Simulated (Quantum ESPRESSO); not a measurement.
# GdP (Fm-3m): zone-centre phonons

Which modes does GdP (Fm-3m) have at the zone centre?

Calculated with Quantum ESPRESSO 7.5; DFT LDA, scalar-relativistic, plane waves, JTH PAW pseudopotentials.

## (1) The starting structure

Symmetry: Fm-3m, No. 225, cubic system. The conventional cell has a = 5.740 Å, b = 5.740 Å, c = 5.740 Å, α = 90.00°, β = 90.00°, γ = 90.00°. Nearest to Gd lie 6 P at 2.87 Å. Nearest to P lie 6 Gd at 2.87 Å. Farther neighbours are not listed.

## (2) A first look

Before anything dear is run, a loose run with smearing shows whether this is a metal and how far the cell is from rest.

probe.in

```
 &control
    calculation='scf',
    prefix='x',
    outdir='./tmp',
    pseudo_dir='./pseudo',
    tprnfor=.true.,
    tstress=.true.,
    verbosity='high',
 /
 &system
    ibrav=0,
    nat=2,
    ntyp=2,
    ecutwfc=40.0,
    ecutrho=200.0,
    occupations='smearing',
    smearing='gaussian',
    degauss=0.01,
    nspin=2,
    starting_magnetization(1)=0.389,
 /
 &electrons
    conv_thr=1.0d-07,
    mixing_beta=0.4,
    electron_maxstep=100,
 /
ATOMIC_SPECIES
 Gd    157.2500  Gd.upf
 P      30.9738  P.upf
CELL_PARAMETERS angstrom
     0.000000000    2.869937520    2.869937520
     2.869937520    0.000000000    2.869937520
     2.869937520    2.869937520    0.000000000
ATOMIC_POSITIONS crystal
 Gd     0.000000000   0.000000000   0.000000000
 P      0.500000000   0.500000000   0.500000000
K_POINTS automatic
 6 6 6 0 0 0
```

Launch:

```bash
> OMP_NUM_THREADS=1 mpirun -n 4 pw.x -nk 4 -in probe.in > probe.out
```

Output:

```text
[banners, grids, parts of the stress and lines that vanish by symmetry left out]
Program PWSCF v.7.5
     file Gd.upf: wavefunction(s)  5S 6S 5P 0P 5D 0D 4F 0F renormalized
     file P.upf: wavefunction(s)  0S 0P renormalized
[...]
kinetic-energy cutoff     =      40.0000  Ry
     charge density cutoff     =     200.0000  Ry
     scf convergence threshold =      1.0E-07
[...]
Exchange-correlation= SLA PW NOGX NOGC
                           (   1   4   0   0   0   0   0)
[...]
48 Sym. Ops., with inversion, found
[...]
(     0          1          0      )
                  (     0          0          1      )
[...]
( -0.0000000  1.0000000  0.0000000 )
                  ( -0.0000000  0.0000000  1.0000000 )
[...]
(     1          0         -1      )
[...]
( -1.0000000  0.0000000 -0.0000000 )
                  ( -0.0000000  1.0000000 -0.0000000 )
[...]
number of k points=    16  Gaussian smearing, width (Ry)=  0.0100
[...]
atom   1 (R=0.292)  charge= 15.3140  magn=  6.9220
     atom   2 (R=0.292)  charge=  4.1160  magn= -0.0674
     End of self-consistent calculation
[...]
the Fermi energy is    11.0106 ev
!    total energy              =    -722.42496059 Ry
[...]
convergence has been achieved in  12 iterations
[...]
atom    1 type  1   force =     0.00000000    0.00000000   -0.00000000
     atom    2 type  2   force =    -0.00000000   -0.00000000    0.00000000
[...]
Total force =     0.000000     Total SCF correction =     0.000000
[...]
total   stress  (Ry/bohr**3)                   (kbar)     P=      -54.31
[...]
XML data file, charge density, pseudopotentials, collected wavefunctions

   JOB DONE.

[key lines of the parts left out:]
total magnetization       =     6.98 Bohr mag/cell
```

The job ended after 16 s (4 MPI ranks of Intel Xeon at 2.70GHz, shared host).

Numbers from this step:

```
volume per atom   : 23.64 Å³
pressure          : -5.431 GPa
gap on the k-mesh : 0 eV
site moments      : 6.922, -0.0674 μB
```

No gap opens on this mesh, so smearing is kept; the start stands at -5.4 GPa.

## (3) Relaxing the cell and atoms

The relaxation runs at a cutoff a fifth above that of the response, since stress converges more slowly with the basis than frequencies do. Forces and stress are brought to rest with tight thresholds.

relax.in

```
 &control
    calculation='vc-relax',
    prefix='x',
    outdir='./tmp',
    pseudo_dir='./pseudo',
    tprnfor=.true.,
    tstress=.true.,
    forc_conv_thr=2.0d-05,
    etot_conv_thr=1.0d-07,
    nstep=40,
 /
 &system
    ibrav=0,
    nat=2,
    ntyp=2,
    ecutwfc=48,
    ecutrho=240.0,
    occupations='smearing',
    smearing='mv',
    degauss=0.02,
    nspin=2,
    starting_magnetization(1)=0.423,
 /
 &electrons
    conv_thr=1.0d-11,
    mixing_beta=0.4,
    electron_maxstep=100,
 /
 &ions
 /
 &cell
    press_conv_thr=0.2,
 /
ATOMIC_SPECIES
 Gd    157.2500  Gd.upf
 P      30.9738  P.upf
CELL_PARAMETERS angstrom
     0.000000000    2.869937520    2.869937520
     2.869937520    0.000000000    2.869937520
     2.869937520    2.869937520    0.000000000
ATOMIC_POSITIONS crystal
 Gd     0.000000000   0.000000000   0.000000000
 P      0.500000000   0.500000000   0.500000000
K_POINTS automatic
 12 12 12 0 0 0
```

Launch:

```bash
> OMP_NUM_THREADS=1 mpirun -n 4 pw.x -nk 4 -in relax.in > relax.out
```

Output:

```text
[banners, grids, parts of the stress and lines that vanish by symmetry left out]
[banner, memory and clock lines left out]
Program PWSCF v.7.5

[...]
kinetic-energy cutoff     =      48.0000  Ry
     charge density cutoff     =     240.0000  Ry
     scf convergence threshold =      1.0E-11
[...]
energy convergence thresh.=      1.0E-07
     force convergence thresh. =      2.0E-05
     press convergence thresh. =      2.0E-01
     Exchange-correlation= SLA PW NOGX NOGC
                           (   1   4   0   0   0   0   0)
[...]
48 Sym. Ops., with inversion, found
[...]
number of k points=    72  Marzari-Vanderbilt smearing, width (Ry)=  0.0200
[...]
atom   1 (R=0.292)  charge= 15.3144  magn=  6.9210
     atom   2 (R=0.292)  charge=  4.1177  magn= -0.0655
     End of self-consistent calculation
[...]
the Fermi energy is    11.0977 ev
!    total energy              =    -722.42552733 Ry
[...]
convergence has been achieved in  16 iterations
[...]
atom    1 type  1   force =     0.00000000    0.00000000   -0.00000000
     atom    2 type  2   force =     0.00000000   -0.00000000    0.00000000
     Total force =     0.000000     Total SCF correction =     0.000000
[...]
total   stress  (Ry/bohr**3)                   (kbar)     P=      -53.28
[...]
number of bfgs steps    =   0
[...]
CELL_PARAMETERS (angstrom)
[...]
ATOMIC_POSITIONS (crystal)
Gd              -0.0000000000       -0.0000000000        0.0000000000
P                0.5000000000        0.5000000000        0.5000000000
[...]
New effective cutoffs (rho, wfc):  244.32   48.87
[...]
c_bands:  4 eigenvalues not converged
     c_bands:  1 eigenvalues not converged
     c_bands:  3 eigenvalues not converged
     c_bands:  1 eigenvalues not converged
[...]
atom   1 (R=0.292)  charge= 15.3381  magn=  6.9201
     atom   2 (R=0.292)  charge=  4.1445  magn= -0.0678
     End of self-consistent calculation
[...]
the Fermi energy is    11.4767 ev
!    total energy              =    -722.42806782 Ry
[...]
convergence has been achieved in  28 iterations
[...]
atom    1 type  1   force =    -0.00000000    0.00000000   -0.00000000
     atom    2 type  2   force =     0.00000000    0.00000000    0.00000000
     Total force =     0.000000     Total SCF correction =     0.000000
[...]
total   stress  (Ry/bohr**3)                   (kbar)     P=      -33.30
[...]
number of bfgs steps    =   1
[...]
CELL_PARAMETERS (angstrom)
[...]
ATOMIC_POSITIONS (crystal)
Gd               0.0000000000       -0.0000000000        0.0000000000
P                0.5000000000        0.5000000000        0.5000000000
[...]
New effective cutoffs (rho, wfc):  251.16   50.24
[...]
atom   1 (R=0.285)  charge= 15.2386  magn=  6.9065
     atom   2 (R=0.285)  charge=  4.0296  magn= -0.0708
     End of self-consistent calculation
[...]
the Fermi energy is    12.0744 ev
!    total energy              =    -722.42947770 Ry
[...]
convergence has been achieved in  43 iterations
[...]
atom    1 type  1   force =     0.00000000    0.00000000    0.00000000
     atom    2 type  2   force =    -0.00000000   -0.00000000    0.00000000
     Total force =     0.000000     Total SCF correction =     0.000000
[...]
total   stress  (Ry/bohr**3)                   (kbar)     P=        1.50
[...]
number of bfgs steps    =   2
[...]
CELL_PARAMETERS (angstrom)
[...]
ATOMIC_POSITIONS (crystal)
[...]
New effective cutoffs (rho, wfc):  250.87   50.18
[...]
atom   1 (R=0.285)  charge= 15.2371  magn=  6.9066
     atom   2 (R=0.285)  charge=  4.0279  magn= -0.0706
     End of self-consistent calculation
[...]
the Fermi energy is    12.0486 ev
!    total energy              =    -722.42948021 Ry
[...]
convergence has been achieved in  24 iterations
[...]
atom    1 type  1   force =     0.00000000    0.00000000    0.00000000
     atom    2 type  2   force =    -0.00000000    0.00000000    0.00000000
     Total force =     0.000000     Total SCF correction =     0.000000
[...]
total   stress  (Ry/bohr**3)                   (kbar)     P=       -0.09
[...]
number of bfgs steps    =   3
[...]
CELL_PARAMETERS (angstrom)
[...]
ATOMIC_POSITIONS (crystal)
[...]
New effective cutoffs (rho, wfc):  250.88   50.19
[...]
atom   1 (R=0.285)  charge= 15.2371  magn=  6.9066
     atom   2 (R=0.285)  charge=  4.0280  magn= -0.0706
     End of self-consistent calculation
[...]
the Fermi energy is    12.0500 ev
!    total energy              =    -722.42948022 Ry
[...]
convergence has been achieved in  25 iterations
[...]
atom    1 type  1   force =     0.00000000   -0.00000000   -0.00000000
     atom    2 type  2   force =     0.00000000    0.00000000    0.00000000
     Total force =     0.000000     Total SCF correction =     0.000000
[...]
total   stress  (Ry/bohr**3)                   (kbar)     P=        0.00
[...]
bfgs converged in   5 scf cycles and   4 bfgs steps
[...]
End of BFGS Geometry Optimization
     Final enthalpy           =    -722.4294802181 Ry
     File ./tmp/x.bfgs deleted, as requested
[...]
CELL_PARAMETERS (angstrom)
[...]
ATOMIC_POSITIONS (crystal)
Gd               0.0000000000       -0.0000000000        0.0000000000
P                0.5000000000        0.5000000000        0.5000000000
[...]
Final scf calculation at the relaxed structure.
[...]
kinetic-energy cutoff     =      48.0000  Ry
     charge density cutoff     =     240.0000  Ry
     scf convergence threshold =      1.0E-13
[...]
press convergence thresh. =      2.0E-01
     Exchange-correlation= SLA PW NOGX NOGC
                           (   1   4   0   0   0   0   0)
[...]
48 Sym. Ops., with inversion, found
[...]
number of k points=    72  Marzari-Vanderbilt smearing, width (Ry)=  0.0200
[...]
c_bands:  1 eigenvalues not converged
     c_bands:  1 eigenvalues not converged
[...]
atom   1 (R=0.285)  charge= 15.2372  magn=  6.9066
     atom   2 (R=0.285)  charge=  4.0280  magn= -0.0706
     End of self-consistent calculation
[...]
the Fermi energy is    12.0500 ev
!    total energy              =    -722.42943020 Ry
[...]
convergence has been achieved in  25 iterations
[...]
atom    1 type  1   force =     0.00000000    0.00000000    0.00000000
     atom    2 type  2   force =     0.00000000   -0.00000000   -0.00000000
     Total force =     0.000000     Total SCF correction =     0.000000
[...]
total   stress  (Ry/bohr**3)                   (kbar)     P=       -0.06
[...]
XML data file, charge density, pseudopotentials, collected wavefunctions


[key lines of the parts left out:]
total magnetization       =     6.97 Bohr mag/cell
```

Run time: 9.3 min. Hardware: 4 MPI ranks.

The steps of the relaxation:

| step | energy less that of the first step (eV) | largest force (eV/Å) | pressure (GPa) | volume (Å³) |
| --- | --- | --- | --- | --- |
| 1 | 0.0000 | 0.0000 | -5.33 | 47.28 |
| 2 | -0.0346 | 0.0000 | -3.33 | 46.00 |
| 3 | -0.0537 | 0.0000 | 0.15 | 44.14 |
| 4 | -0.0538 | 0.0000 | -0.01 | 44.22 |
| 5 | -0.0538 | 0.0000 | 0.00 | 44.21 |
| 6 | -0.0531 | 0.0000 | -0.01 | 44.21 |

| conventional cell, symmetrised | before | after | change |
| --- | --- | --- | --- |
| a (Å) | 5.740 | 5.613 | -2.2 % |
| b (Å) | 5.740 | 5.613 | -2.2 % |
| c (Å) | 5.740 | 5.613 | -2.2 % |
| volume (Å³/atom) | 23.64 | 22.11 | -6.5 % |

Final coordinates:

```
CELL_PARAMETERS angstrom
0.00000 2.80652 2.80652
2.80652 0.00000 2.80652
2.80652 2.80652 0.00000
ATOMIC_POSITIONS crystal
Gd 0.00000 0.00000 0.00000
P 0.50000 0.50000 0.50000
```

The last row of the table of steps is pw.x's closing run on a basis chosen anew for the final cell, so its energy can jump.

Numbers from this step:

* volume per atom: 22.11 Å³
* pressure: -0.006000 GPa
* site moments: 6.907, -0.0706 μB

The volume changes by -6.5 % from the cell with which this run began.

## (4) Ground state

Perturbation theory inherits every error of the wavefunctions, so the threshold is set near the limit of the arithmetic. Smearing stays on, as the first look found no gap above 0.3 eV.

scf.in

```
 &control
    calculation='scf',
    prefix='x',
    outdir='./tmp',
    pseudo_dir='./pseudo',
    tprnfor=.true.,
    tstress=.true.,
 /
 &system
    ibrav=0,
    nat=2,
    ntyp=2,
    ecutwfc=40.0,
    ecutrho=200.0,
    occupations='smearing',
    smearing='mv',
    degauss=0.02,
    nspin=2,
    starting_magnetization(1)=0.422,
 /
 &electrons
    conv_thr=1.0d-12,
    mixing_beta=0.4,
    electron_maxstep=100,
 /
ATOMIC_SPECIES
 Gd    157.2500  Gd.upf
 P      30.9738  P.upf
CELL_PARAMETERS angstrom
     0.000000000    2.806519550    2.806519550
     2.806519550    0.000000000    2.806519550
     2.806519550    2.806519550    0.000000000
ATOMIC_POSITIONS crystal
 Gd     0.000000000   0.000000000   0.000000000
 P      0.500000000   0.500000000   0.500000000
K_POINTS automatic
 12 12 12 0 0 0
```

Launch:

```bash
> OMP_NUM_THREADS=1 mpirun -n 4 pw.x -nk 4 -in scf.in > scf.out
```

Output:

```text
[banners, grids, parts of the stress and lines that vanish by symmetry left out]
[banner, memory and clock lines left out]
Program PWSCF v.7.5

[...]
kinetic-energy cutoff     =      40.0000  Ry
     charge density cutoff     =     200.0000  Ry
     scf convergence threshold =      1.0E-12
[...]
Exchange-correlation= SLA PW NOGX NOGC
                           (   1   4   0   0   0   0   0)
[...]
48 Sym. Ops., with inversion, found
[...]
number of k points=    72  Marzari-Vanderbilt smearing, width (Ry)=  0.0200
[...]
atom   1 (R=0.292)  charge= 15.2393  magn=  6.9068
     atom   2 (R=0.292)  charge=  4.0309  magn= -0.0706
     End of self-consistent calculation
[...]
the Fermi energy is    12.0504 ev
!    total energy              =    -722.42920657 Ry
[...]
convergence has been achieved in  16 iterations
[...]
atom    1 type  1   force =     0.00000000    0.00000000   -0.00000000
     atom    2 type  2   force =     0.00000000   -0.00000000   -0.00000000
     Total force =     0.000000     Total SCF correction =     0.000000
[...]
total   stress  (Ry/bohr**3)                   (kbar)     P=        0.09
[...]
XML data file, charge density, pseudopotentials, collected wavefunctions


[key lines of the parts left out:]
total magnetization       =     6.97 Bohr mag/cell
```

Wall time 42 s (4 MPI ranks).

Numbers from this step:

```
pressure : 0.009 GPa
```

The cell stands at 0.009 GPa, close enough for phonons.

(Continued in part 2 of 2.)

[Host names and launcher messages were left out of these logs when they were recorded.]

[Logs are printed without paths, hosts, clocks, repeated set-up lines and the standing remarks that a program may print on its own settings, such as how far it seeks lower states.]

[Hosts, paths, dates, database ids (printed as entryN), source tags and the programs' standing remarks are cut or masked in the printed files.]
